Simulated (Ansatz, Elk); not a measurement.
**How far do independent atoms describe Ba2Mo?**

Structure refinements treat a crystal as free atoms side by side. For a made-up structure of Ba2Mo (cell and positions from a PBE relaxation) the runs below show what the calculated density changes in F(hkl).

Calculated with Elk 11.2.3 (patched build); DFT, PBE, all-electron APW+lo, Dirac cores, scalar-relativistic bands, static density, no spin.

This account leaves out most program logs.

The structure was built from a prototype and need not be the compound's stable phase.

**1. The starting structure**

It takes space group Fm-3m (No. 225, cubic). Conventional cell: a = 7.712 Å, b = 7.712 Å, c = 7.712 Å, α = 90.00°, β = 90.00°, γ = 90.00°. Nearest to Ba lie 4 Mo at 3.34 Å. Nearest to Mo lie 8 Ba at 3.34 Å. Farther neighbours are not listed.

**2. Ground state and structure factors**

An all-electron density is needed, since X-rays see the cores too. Task 0 finds the density and task 195 Fourier-transforms it; tshift is off so that phases refer to the origin typed.

Contents of elk.in:

```
tasks
  0
  195

xctype
  20

spinpol
  .false.

rgkmax
  7.0

gmaxvr
  14.0

lmaxo
  7

lmaxapw
  8

swidth
  0.002

tshift
  .false.

ramdisk
  .false.

hmaxvr
  5.5

maxscl
  120

epspot
  1e-06

sppath
  './'

avec
  0.00000000000 7.28685620925 7.28685620925
  7.28685620925 0.00000000000 7.28685620925
  7.28685620925 7.28685620925 0.00000000000

atoms
  2
  'Ba.in'
  2
  0.2500000000 0.2500000000 0.2500000000   0.000000 0.000000 0.000000
  0.7500000000 0.7500000000 0.7500000000   0.000000 0.000000 0.000000
  'Mo.in'
  1
  -0.0000000000 0.0000000000 0.0000000000   0.000000 0.000000 0.000000

ngridk
  5 5 5
```

On the command line:

```bash
$ OMP_NUM_THREADS=4 elk
```

The job ended after 22 s (4 threads of Arm Neoverse V1, shared host; peak memory 0.19 GiB; 41 s of CPU time).

SFACRHO.OUT:

```text

h k l indices transformed by vhmat matrix:
   1.000000000       0.000000000       0.000000000    
   0.000000000       1.000000000       0.000000000    
   0.000000000       0.000000000       1.000000000    

      h      k      l  multipl.   |H|            Re(F)            Im(F)           |F|

      0      0      0      1   0.0000000       154.00000      0.13723393E-15   154.00000    
      0      1      0      8  0.74674152       38.157030      0.91058601E-16   38.157030    
      1      0      1      6  0.86226284      -61.544359      0.34990015E-15   61.544359    
     -2     -1     -1     12   1.2194238       125.14143     -0.10680725E-15   125.14143    
      1      0      2     24   1.4299012       32.144159     -0.83189595E-17   32.144159    
      0     -2      0      8   1.4934830      -54.307531      0.27196818E-15   54.307531    
      0     -2     -2      6   1.7245257       111.81311     -0.16806511E-15   111.81311    
      2     -1      0     24   1.8792583       29.085573     -0.47388982E-16   29.085573    
     -2     -1      1     24   1.9280783      -49.459906     -0.17414779E-16   49.459906    
      1      1     -2     24   2.1121040       102.96835     -0.73239877E-16   102.96835    
      3      0      0      8   2.2402246       26.933359     -0.67335473E-16   26.933359    
     -3     -2      0     24   2.2402246       26.904708      0.25161061E-16   26.904708    
      2     -2      0     12   2.4388476       96.385546      0.15996408E-17   96.385546    
      1     -1      3     48   2.5506079       25.243620      0.68667933E-16   25.243620    
     -1     -1     -4     24   2.5867885      -43.568182      0.29000956E-15   43.568182    
      0     -3     -3      6   2.5867885      -43.533678      0.15045292E-16   43.533678    
     -1     -4     -3     24   2.7267145       91.189193      0.37414083E-16   91.189193    
      0     -4     -1     24   2.8271178       23.864741      0.78790588E-17   23.864741
```

Elk indexes on the primitive cell of elk.in and gives |H| = 4π sin θ/λ in inverse bohr. Below, one row stands for each form hkl of the conventional cell (m members, Friedel mates merged), F is for one primitive cell and the density is static (no thermal factor). Free-atom factors are Waasmaier and Kirfel's, and R is Σm||F|−|F'||/Σm|F|.

```
hkl   m  sin θ/λ (Å⁻¹)  abs F, DFT  neutral atoms   diff.
111   8          0.112      38.157         38.002  +0.155
200   6          0.130      61.544         61.309  +0.235
220  12          0.183     125.141        125.391  -0.250
311  24          0.215      32.144         32.410  -0.266
222   8          0.225      54.307         54.100  +0.208
400   6          0.259     111.813        112.026  -0.213
331  24          0.283      29.086         29.181  -0.096
420  24          0.290      49.460         49.423  +0.037
422  24          0.318     102.968        102.998  -0.030
333   8          0.337      26.933         26.883  +0.050
511  24          0.337      26.905         26.883  +0.021
440  12          0.367      96.385         96.332  +0.053
531  48          0.384      25.244         25.152  +0.091
442  24          0.389      43.568         43.641  -0.073
```

**3. The highest occupied states alone**

An energy window below the Fermi level keeps the highest occupied states, to see at which angles they scatter; shallow core shells can lie inside it and anion s states outside. No new self-consistency is needed.

Changes to elk.in since step 2:

```diff
@@ -1,3 +1,2 @@
 tasks
-  0
   195
@@ -40,2 +39,5 @@
 
+wsfac
+  -0.231110 0.509890
+
 sppath
```

On the command line:

```bash
$ OMP_NUM_THREADS=4 elk
```

Run time: 12 s. Hardware: 4 threads; peak memory 0.16 GiB; 14 s of CPU time.

States within 12 eV below the Fermi level hold 10.00 electrons; any levels below the window count with the cores. Their amplitudes can exceed the total, where window and core parts have opposite phase:

```
hkl  sin θ/λ (Å⁻¹)  abs F, window  abs F, all
111          0.112          3.636      38.157
200          0.130          2.698      61.544
220          0.183          1.599     125.141
311          0.215          0.987      32.144
222          0.225          0.743      54.307
400          0.259          0.626     111.813
331          0.283          0.382      29.086
420          0.290          0.315      49.460
422          0.318          0.281     102.968
333          0.337          0.212      26.933
```

**4. Another functional**

The difference from free atoms is small, so it is set against the change that PBEsol makes.

Changes to elk.in since step 3:

```diff
@@ -1,2 +1,3 @@
 tasks
+  0
   195
@@ -4,3 +5,3 @@
 xctype
-  20
+  22
 
@@ -39,5 +40,2 @@
 
-wsfac
-  -0.231110 0.509890
-
 sppath
```

On the command line:

```bash
$ OMP_NUM_THREADS=4 elk
```

Elapsed: 22 s, on 4 threads; peak memory 0.19 GiB.

Against the first run R = 0.01 %; the largest change is -0.018 at 220.

**5. A coarser k-mesh**

About half the k-points along each axis test the sampling.

Changes to elk.in since step 4:

```diff
@@ -5,3 +5,3 @@
 xctype
-  22
+  20
 
@@ -59,2 +59,2 @@
 ngridk
-  5 5 5
+  2 2 2
```

On the command line:

```bash
$ OMP_NUM_THREADS=4 elk
```

It took 20 s on 4 threads; peak memory 0.22 GiB; 32 s of CPU time.

Against the first run R = 0.04 %; the largest change is +0.076 at 600.

**6. Basis size**

The basis and the expansions that go with it are enlarged, to see whether the differences are converged.

Changes to elk.in since step 5:

```diff
@@ -11,12 +11,12 @@
 rgkmax
-  7.0
+  8.5
 
 gmaxvr
-  14.0
+  18.0
 
 lmaxo
-  7
+  9
 
 lmaxapw
-  8
+  10
 
@@ -59,2 +59,2 @@
 ngridk
-  2 2 2
+  5 5 5
```

On the command line:

```bash
$ OMP_NUM_THREADS=4 elk
```

Elapsed: 49 s, on 4 threads; peak memory 0.37 GiB.

Against the first run R = 0.01 %; the largest change is -0.018 at 440.

**7. Settings against the effect**

```
                              run  R against the first run (%)  R against neutral atoms, low angle (%)  wall time
                    PBE, rgkmax 7                         0.00                                    0.31       22 s
                           PBEsol                         0.01                                    0.31       22 s
                     k-mesh 2×2×2                         0.04                                    0.30       20 s
rgkmax 8.5 with larger expansions                         0.01                                    0.30       49 s
```

**8. What came out**

```yaml
r_against_neutral_atoms_sin_theta_lambda_0p3_a_minus1: 0.31 %
r_against_neutral_atoms_0p3_to_0p82_a_minus1: 0.17 %
```

In words: Independent neutral atoms miss the calculated amplitudes by R = 0.31 % below 0.3 Å⁻¹ and 0.17 % from there to 0.82 Å⁻¹; by shells, 0.39 % below 0.15 Å⁻¹ (2 forms), 0.29 % 0.15 to 0.3 (6 forms), 0.14 % 0.3 to 0.45 (11 forms), 0.18 % above 0.45 (60 forms). Bonding, aspherical density and the tables' own atoms all enter these figures, and the runs don't part them. The largest change of an amplitude is -0.27 electrons, at 311. The window's part falls from 10.0 electrons at the origin to at most 0.08 between 0.45 and 0.82 Å⁻¹. Below 0.3 Å⁻¹ the changes that finished (PBEsol, k-mesh 2×2×2 and rgkmax 8.5 with larger expansions) move F by R = 0.04 % at most, against the 0.31 % that separates it from free atoms. These runs have no spin, though d or f shells may be open. Part of the difference isn't bonding: the tables are fits to free atoms and ions calculated by other methods than this functional. Thermal motion, anomalous dispersion and extinction are left out.

[Logs are printed without paths, hosts, clocks, repeated set-up lines and the standing remarks that a program may print on its own settings, such as how far it seeks lower states.]

[Hosts, paths, dates, database ids (printed as entryN), source tags and the programs' standing remarks are cut or masked in the printed files.]
